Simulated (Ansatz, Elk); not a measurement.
## How far do independent atoms describe CdAsPd3?

Structure refinements treat a crystal as free atoms side by side. For a made-up structure of CdAsPd3 (cell and positions from a PBE relaxation) the runs below show what the calculated density changes in F(hkl).

Program: Elk 11.2.3 (patched build). Level of theory: DFT, PBE, all-electron APW+lo, Dirac cores, scalar-relativistic bands, static density, no spin. Results are calculated unless marked as measured.

The structure was built from a prototype and need not be the compound's stable phase.

## (1) Set-up

The structure is cubic, space group Pm-3m (No. 221). Conventional cell: a = 4.655 Å, b = 4.655 Å, c = 4.655 Å, α = 90.00°, β = 90.00°, γ = 90.00°. Cd has 12 Pd at 3.29 Å nearest. Pd has 2 As at 2.33 Å and 8 Pd at 3.29 Å and 4 Cd at 3.29 Å nearest. Nearest to As lie 6 Pd at 2.33 Å. Farther neighbours are not listed.

## (2) Ground state and structure factors

An all-electron density is needed, since X-rays see the cores too. Task 0 finds the density and task 195 Fourier-transforms it; tshift is off so that phases refer to the origin typed.

elk.in reads:

```
tasks
  0
  195

xctype
  20

spinpol
  .false.

rgkmax
  7.0

gmaxvr
  14.0

lmaxo
  7

lmaxapw
  8

swidth
  0.002

tshift
  .false.

ramdisk
  .false.

hmaxvr
  5.5

maxscl
  120

epspot
  1e-06

sppath
  './'

avec
  8.79633251081 0.00000000000 -0.00000000000
  0.00000000000 8.79633251081 -0.00000000000
  -0.00000000000 -0.00000000000 8.79633251081

atoms
  3
  'Cd.in'
  1
  0.0000000000 -0.0000000000 0.0000000000   0.000000 0.000000 0.000000
  'Pd.in'
  3
  0.5000000000 0.5000000000 -0.0000000000   0.000000 0.000000 0.000000
  0.5000000000 0.0000000000 0.5000000000   0.000000 0.000000 0.000000
  0.0000000000 0.5000000000 0.5000000000   0.000000 0.000000 0.000000
  'As.in'
  1
  0.5000000000 0.5000000000 0.5000000000   0.000000 0.000000 0.000000

ngridk
  5 5 5
```

Launch:

```sh
OMP_NUM_THREADS=4 elk
```

Numbers of over 12 decimals in the logs are rounded to 6 here.

What it wrote:

```text
┌─────────────────────────┐
│ Elk code version 11.2.3 │
└─────────────────────────┘

All units are atomic (Hartree, Bohr, etc.)

┌─────────────────────────────────────────────────┐
│ Ground-state run starting from atomic densities │
└─────────────────────────────────────────────────┘

Lattice vectors :
   8.796332511       0.000000000      -0.000000000
   0.000000000       8.796332511      -0.000000000
  -0.000000000      -0.000000000       8.796332511

Reciprocal lattice vectors :
  0.7142960205       0.000000000       0.000000000
   0.000000000      0.7142960205       0.000000000
   0.000000000       0.000000000      0.7142960205

Unit cell volume      :    680.6203240
Brillouin zone volume :   0.3644472619

Muffin-tin inner radius fraction :   0.1000000000E-01

Nuclei treated as point charges

Species : 1 (Cd)
 parameters loaded from : Cd.in
 name : cadmium
 nuclear charge    :   -48.00000000
 electronic charge :    48.00000000
 atomic mass :    204912.7176
 muffin-tin radius :    2.600000000
 number of radial points in muffin-tin :   1193
 inner part over the whole radius :   0.9972693929E-02
 number on inner part of muffin-tin    :    850
 approximate nuclear radius :   0.8708852602E-04
 number of mesh points to nuclear radius :    426
 atomic positions (lattice), magnetic fields (Cartesian) :
  1 :   0.00000000  0.00000000  0.00000000    0.00000000  0.00000000  0.00000000

Species : 2 (Pd)
 parameters loaded from : Pd.in
 name : palladium
 nuclear charge    :   -46.00000000
 electronic charge :    46.00000000
 atomic mass :    193991.7927
 muffin-tin radius :    2.261046453
 number of radial points in muffin-tin :    993
 inner part over the whole radius :   0.9869338910E-02
 number on inner part of muffin-tin    :    704
 approximate nuclear radius :   0.8586907259E-04
 number of mesh points to nuclear radius :    356
 atomic positions (lattice), magnetic fields (Cartesian) :
  1 :   0.50000000  0.50000000  0.00000000    0.00000000  0.00000000  0.00000000
  2 :   0.50000000  0.00000000  0.50000000    0.00000000  0.00000000  0.00000000
  3 :   0.00000000  0.50000000  0.50000000    0.00000000  0.00000000  0.00000000

Species : 3 (As)
 parameters loaded from : As.in
 name : arsenic
 nuclear charge    :   -33.00000000
 electronic charge :    33.00000000
 atomic mass :    136573.7220
 muffin-tin radius :    2.087119803
 number of radial points in muffin-tin :    993
 inner part over the whole radius :   0.9956272504E-02
 number on inner part of muffin-tin    :    700
 approximate nuclear radius :   0.7712558785E-04
 number of mesh points to nuclear radius :    344
 atomic positions (lattice), magnetic fields (Cartesian) :
  1 :   0.50000000  0.50000000  0.50000000    0.00000000  0.00000000  0.00000000

Total number of atoms per unit cell :    5
Total muffin-tin volume :    256.9625585
 ratio of muffin-tin to unit cell volume :   0.3775417063

Spin treatment :
 spin-unpolarised

Number of Bravais lattice symmetries :   48
Number of crystal symmetries         :   48
Crystal has inversion symmetry
Real symmetric eigensolver will be used

k-point grid :      5     5     5
k-point offset :    0.000000000       0.000000000       0.000000000
k-point set is reduced with full crystal symmetry group
Total number of k-points :       10

Muffin-tin radius times maximum |G+k| :    7.000000000
 using average radius
Maximum |G+k| for APW functions       :    3.051369591
Maximum (1/2)|G+k|²                   :    4.655428189
Maximum |G| for potential and density :    14.00000000
Constant for pseudocharge density :    9
 order of it for each species :   16  16  16
 order of it for pair densities of each species (exact exchange by exxq0 0: 17) :   13   9   7
Radial integration step length :    1

G-vector grid sizes :     40    40    40
Number of G-vectors :    31463

Maximum angular momentum used for
 APW functions            :    8
 outer part of muffin-tin :    7
 inner part of muffin-tin :    2

Total nuclear charge    :   -219.0000000
[...]
electron entropic           :    -0.81627945085709E-03
 total energy                :     -22998.819805415

Density of states at Fermi energy :    52.81769731
 (states/Hartree/unit cell)

Estimated indirect band gap :   0.8121440744E-02
 from k-point 5 to k-point 9
Estimated direct band gap   :   0.1386966465E-01
 at k-point 9

Charges :
 core                        :    132.0000000
 valence                     :    87.00000000
 interstitial                :    10.77107091
 muffin-tins (core leakage)
  species : 1 (Cd)
   atom 1                    :    46.44954869     (  0.2453117205E-03)
  species : 2 (Pd)
[...]
species : 3 (As)
[...]
total in muffin-tins        :    208.2289291
 total calculated charge     :    218.9982174
 total charge                :    219.0000000
 error                       :   0.1782642167E-02

RMS change in Kohn-Sham potential (target) :   0.3183617297     (  0.1000000000E-05)
Absolute change in total energy (target)   :   0.6897589678E-01 (  0.1000000000E-03)

[... loops 3 to 16 left out ...]

┌──────────────────┐
│ Loop number : 17 │
└──────────────────┘

Energies :
 Fermi                       :     0.228463
 sum of occupied eigenvalues :     -13720.791472124
 electron kinetic            :      23990.367448466
 core electron kinetic       :      23105.602545468
 Coulomb                     :     -46317.295005133
 Coulomb potential           :     -36835.768775760
 nuclear-nuclear             :     -2624.1241951754
 electron-nuclear            :     -50617.388144132
 Hartree                     :      6924.2173341739
 Madelung                    :     -27899.410617253
 xc potential                :     -875.39014482906
 exchange                    :     -659.68866905081
 correlation                 :     -11.566775728774
 electron entropic           :    -0.12927484869714E-02
 total energy                :     -22998.184294195

Density of states at Fermi energy :    106.5827273
 (states/Hartree/unit cell)

Estimated indirect band gap :   0.2044085934E-02
 from k-point 6 to k-point 9
Estimated direct band gap   :   0.2518151748E-01
 at k-point 9

Charges :
 core                        :    132.0000000
 valence                     :    87.00000000
 interstitial                :    9.324138680
 muffin-tins (core leakage)
  species : 1 (Cd)
[...]
species : 2 (Pd)
[...]
species : 3 (As)
[...]
total in muffin-tins        :    209.6758613
 total calculated charge     :    218.9982127
 total charge                :    219.0000000
 error                       :   0.1787328133E-02

RMS change in Kohn-Sham potential (target) :   0.1062478303E-06 (  0.1000000000E-05)
Absolute change in total energy (target)   :   0.6769422907E-04 (  0.1000000000E-03)

Convergence targets achieved

┌──────────────────┐
│ Loop number : 18 │
└──────────────────┘

Energies :
 Fermi                       :     0.228463
 sum of occupied eigenvalues :     -13720.791474808
 electron kinetic            :      23990.367439049
 core electron kinetic       :      23105.602538412
 Coulomb                     :     -46317.295001952
 Coulomb potential           :     -36835.768776110
 nuclear-nuclear             :     -2624.1241951754
 electron-nuclear            :     -50617.388136832
 Hartree                     :      6924.2173300555
 Madelung                    :     -27899.410613897
 xc potential                :     -875.39013774626
 exchange                    :     -659.68866885390
 correlation                 :     -11.566775720063
 electron entropic           :    -0.12927483562567E-02
 total energy                :     -22998.184300226

Density of states at Fermi energy :    106.5827118
 (states/Hartree/unit cell)

Estimated indirect band gap :   0.2044087029E-02
 from k-point 6 to k-point 9
Estimated direct band gap   :   0.2518151290E-01
 at k-point 9

Charges :
 core                        :    132.0000000
 valence                     :    87.00000000
 interstitial                :    9.324138731
 muffin-tins (core leakage)
  species : 1 (Cd)
[...]
species : 2 (Pd)
[...]
atom 2                    :    44.16638397     ( -0.5623388191E-06)
   atom 3                    :    44.16638397     ( -0.5623388191E-06)
  species : 3 (As)
   atom 1                    :    30.79305832     (  0.9734055338E-03)
 total in muffin-tins        :    209.6758613
 total calculated charge     :    218.9982127
 total charge                :    219.0000000
 error                       :   0.1787328110E-02

┌──────────────────────────────┐
│ Self-consistent loop stopped │
└──────────────────────────────┘

Warning : core states of species 1 leak from the muffin-tin :   0.2357331161E-03

Warning : core states of species 3 leak from the muffin-tin :   0.9734055338E-03

Wrote STATE.OUT
```

Run time: 30 s. Hardware: 4 threads of Arm Neoverse V1, shared host; peak memory 0.21 GiB; 67 s of CPU time.

SFACRHO.OUT:

```text

h k l indices transformed by vhmat matrix:
   1.000000000       0.000000000       0.000000000    
   0.000000000       1.000000000       0.000000000    
   0.000000000       0.000000000       1.000000000    

      h      k      l  multipl.   |H|            Re(F)            Im(F)           |F|

      0      0      0      1   0.0000000       219.00000      0.14591308E-16   219.00000    
      0     -1      0      6  0.71429602      -28.468719     -0.61254954E-13   28.468719    
     -1      0      1     12   1.0101671       30.017370      0.42523737E-14   30.017370    
      1      1      1      8   1.2371970       126.22649     -0.71806779E-13   126.22649    
      0      0     -2      6   1.4285920       171.79876      0.10887661E-12   171.79876    
     -1      0     -2     24   1.5972145      -22.771935     -0.10689794E-12   22.771935    
     -1      1     -2     24   1.7496608       25.751874     -0.65691020E-13   25.751874    
      2      2      0     12   2.0203342       149.40699     -0.19365151E-12   149.40699    
      2     -2      1     24   2.1428881      -20.255103      0.64736818E-13   20.255103    
      0      0      3      6   2.1428881      -20.102604      0.17792337E-12   20.102604    
     -3      1      0     24   2.2588023       23.001207      0.11448720E-13   23.001207    
     -1     -1     -3     24   2.3690519       96.098349      0.11405379E-12   96.098349    
      2     -2     -2      8   2.4743940       134.74872      0.87392712E-13   134.74872    
     -2     -3      0     24   2.5754309      -18.414642     -0.14190992E-12   18.414642    
     -2      1      3     48   2.6726510       21.026652     -0.71627496E-13   21.026652    
      4      0      0      6   2.8571841       124.08113     -0.16060731E-12   124.08113    
      3      2     -2     24   2.9451179      -17.133951      0.12294139E-12   17.133951    
     -4      0     -1     24   2.9451179      -17.289643     -0.61825171E-13   17.289643
```

Elk indexes on the primitive cell of elk.in and gives |H| = 4π sin θ/λ in inverse bohr. Below, one row stands for each form hkl of the conventional cell (m members, Friedel mates merged), F is for one primitive cell and the density is static (no thermal factor). Free-atom factors are Waasmaier and Kirfel's, and R is Σm||F|−|F'||/Σm|F|.

```csv
hkl,m,sin θ/λ (Å⁻¹),"abs F, DFT",neutral atoms,diff.
100,6,0.107,28.469,28.581,-0.113
110,12,0.152,30.017,29.785,+0.233
111,8,0.186,126.227,127.385,-1.158
200,6,0.215,171.799,172.791,-0.992
210,24,0.240,22.772,23.013,-0.241
211,24,0.263,25.752,25.680,+0.072
220,12,0.304,149.407,149.672,-0.265
221,24,0.322,20.255,20.350,-0.095
300,6,0.322,20.103,20.350,-0.248
310,24,0.340,23.001,23.160,-0.159
311,24,0.356,96.098,95.864,+0.235
222,8,0.372,134.749,134.575,+0.174
320,24,0.387,18.415,18.541,-0.127
321,48,0.402,21.027,21.162,-0.135
```

## (3) The highest occupied states alone

An energy window below the Fermi level keeps the highest occupied states, to see at which angles they scatter; shallow core shells can lie inside it and anion s states outside. No new self-consistency is needed.

elk.in, as its differences from that of step 2:

```diff
@@ -1,3 +1,2 @@
 tasks
-  0
   195
@@ -40,2 +39,5 @@
 
+wsfac
+  -0.139030 0.528460
+
 sppath
```

Launch:

```sh
OMP_NUM_THREADS=4 elk
```

What it wrote:

```text
┌─────────────────────────────────┐
│ Elk code version 11.2.3 started │
└─────────────────────────────────┘

Info(readinput): the functional depends on the density's gradient
 muffin-tin radial points multiplied by    2.00000
 (not where nrmtscf is given)

┌────────────────────┐
│ Current task : 195 │
└────────────────────┘
Info(checkmt): changed muffin-tin radius of species 2 (Pd) from   2.6000 to   2.2610
Info(checkmt): changed muffin-tin radius of species 3 (As) from   2.4000 to   2.0871

Info(sfacrho): density structure factors written to SFACRHO.OUT

 Energy window :  -0.1390300000      0.5284600000

┌──────────────────┐
│ Elk code stopped │
└──────────────────┘
```

Run time: 14 s. Hardware: 4 threads; peak memory 0.16 GiB.

States within 10 eV below the Fermi level hold 45.00 electrons; any levels below the window count with the cores. Their amplitudes can exceed the total, where window and core parts have opposite phase:

```csv
hkl,sin θ/λ (Å⁻¹),"abs F, window","abs F, all"
100,0.107,0.107,28.469
110,0.152,2.511,30.017
111,0.186,19.460,126.227
200,0.215,16.643,171.799
210,0.240,1.281,22.772
211,0.263,1.373,25.752
220,0.304,7.963,149.407
221,0.322,1.031,20.255
300,0.322,1.321,20.103
310,0.340,0.707,23.001
```

## (4) Another functional

The difference from free atoms is small, so it is set against the change that PBEsol makes.

elk.in, as its differences from that of step 3:

```diff
@@ -1,2 +1,3 @@
 tasks
+  0
   195
@@ -4,3 +5,3 @@
 xctype
-  20
+  22
 
@@ -39,5 +40,2 @@
 
-wsfac
-  -0.139030 0.528460
-
 sppath
```

Launch:

```sh
OMP_NUM_THREADS=4 elk
```

What it wrote:

```text
┌─────────────────────────┐
│ Elk code version 11.2.3 │
└─────────────────────────┘

All units are atomic (Hartree, Bohr, etc.)

┌─────────────────────────────────────────────────┐
│ Ground-state run starting from atomic densities │
└─────────────────────────────────────────────────┘

Lattice vectors :
   8.796332511       0.000000000      -0.000000000
   0.000000000       8.796332511      -0.000000000
  -0.000000000      -0.000000000       8.796332511

Reciprocal lattice vectors :
  0.7142960205       0.000000000       0.000000000
[...]
atom 3                    :    44.15180066     ( -0.5620907579E-06)
  species : 3 (As)
   atom 1                    :    30.79307729     (  0.9857222520E-03)
 total in muffin-tins        :    209.6285470
 total calculated charge     :    218.9981774
 total charge                :    219.0000000
 error                       :   0.1822598429E-02

┌──────────────────────────────┐
│ Self-consistent loop stopped │
└──────────────────────────────┘

Warning : core states of species 1 leak from the muffin-tin :   0.2381180355E-03

Warning : core states of species 3 leak from the muffin-tin :   0.9857222520E-03

Wrote STATE.OUT
[key lines of the parts left out:]
total energy                :     -22986.696311829
```

The job ended after 29 s (4 threads; peak memory 0.21 GiB).

Against the first run R = 0.02 %; the largest change is -0.051 at 200.

## (5) Basis size

The basis and the expansions that go with it are enlarged, to see whether the differences are converged.

elk.in, as its differences from that of step 4:

```diff
@@ -5,3 +5,3 @@
 xctype
-  22
+  20
 
@@ -11,12 +11,12 @@
 rgkmax
-  7.0
+  8.5
 
 gmaxvr
-  14.0
+  18.0
 
 lmaxo
-  7
+  9
 
 lmaxapw
-  8
+  10
```

Launch:

```sh
OMP_NUM_THREADS=4 elk
```

What it wrote:

```text
┌─────────────────────────┐
│ Elk code version 11.2.3 │
└─────────────────────────┘

All units are atomic (Hartree, Bohr, etc.)

┌─────────────────────────────────────────────────┐
│ Ground-state run starting from atomic densities │
└─────────────────────────────────────────────────┘

Lattice vectors :
   8.796332511       0.000000000      -0.000000000
   0.000000000       8.796332511      -0.000000000
  -0.000000000      -0.000000000       8.796332511

Reciprocal lattice vectors :
  0.7142960205       0.000000000       0.000000000
[...]
atom 3                    :    44.19586127     ( -0.5621969734E-06)
  species : 3 (As)
   atom 1                    :    30.80334388     (  0.9713575668E-03)
 total in muffin-tins        :    209.7817554
 total calculated charge     :    218.9988028
 total charge                :    219.0000000
 error                       :   0.1197234815E-02

┌──────────────────────────────┐
│ Self-consistent loop stopped │
└──────────────────────────────┘

Warning : core states of species 1 leak from the muffin-tin :   0.2360397360E-03

Warning : core states of species 3 leak from the muffin-tin :   0.9713575668E-03

Wrote STATE.OUT
[key lines of the parts left out:]
total energy                :     -22998.266116332
```

The job ended after 70 s (4 threads; peak memory 0.43 GiB).

Against the first run R = 0.02 %; the largest change is -0.037 at 400.

## (6) Settings against the effect

```csv
run,R against the first run (%),"R against neutral atoms, low angle (%)",wall time
"PBE, rgkmax 7",0.00,0.70,30 s
PBEsol,0.02,0.72,29 s
rgkmax 8.5 with larger expansions,0.02,0.68,70 s
```

## (7) What came out

| Item | Value |
| --- | --- |
| R against neutral atoms, sin θ/λ < 0.3 Å⁻¹ | 0.70 % |
| R against neutral atoms, 0.3 to 0.83 Å⁻¹ | 0.29 % |

**Reading.** Independent neutral atoms miss the calculated amplitudes by R = 0.70 % below 0.3 Å⁻¹ and 0.29 % from there to 0.83 Å⁻¹; by shells, 0.40 % below 0.15 Å⁻¹ (1 form), 0.72 % 0.15 to 0.3 (5 forms), 0.36 % 0.3 to 0.45 (11 forms), 0.28 % above 0.45 (57 forms). Bonding, aspherical density and the tables' own atoms all enter these figures, and the runs don't part them. The largest change of an amplitude is -1.16 electrons, at 111. The window's part falls from 45.0 electrons at the origin to at most 0.80 between 0.45 and 0.83 Å⁻¹, where compact states inside the window still scatter. Below 0.3 Å⁻¹ the changes that finished (PBEsol and rgkmax 8.5 with larger expansions) move F by R = 0.03 % at most, against the 0.70 % that separates it from free atoms. The k-mesh has no finished test. These runs have no spin, though d or f shells may be open. Part of the difference isn't bonding: the tables are fits to free atoms and ions calculated by other methods than this functional. Thermal motion, anomalous dispersion and extinction are left out.

[Logs are printed without paths, hosts, clocks, repeated set-up lines and the standing remarks that a program may print on its own settings, such as how far it seeks lower states.]

[Hosts, paths, dates, database ids (printed as entryN), source tags and the programs' standing remarks are cut or masked in the printed files.]
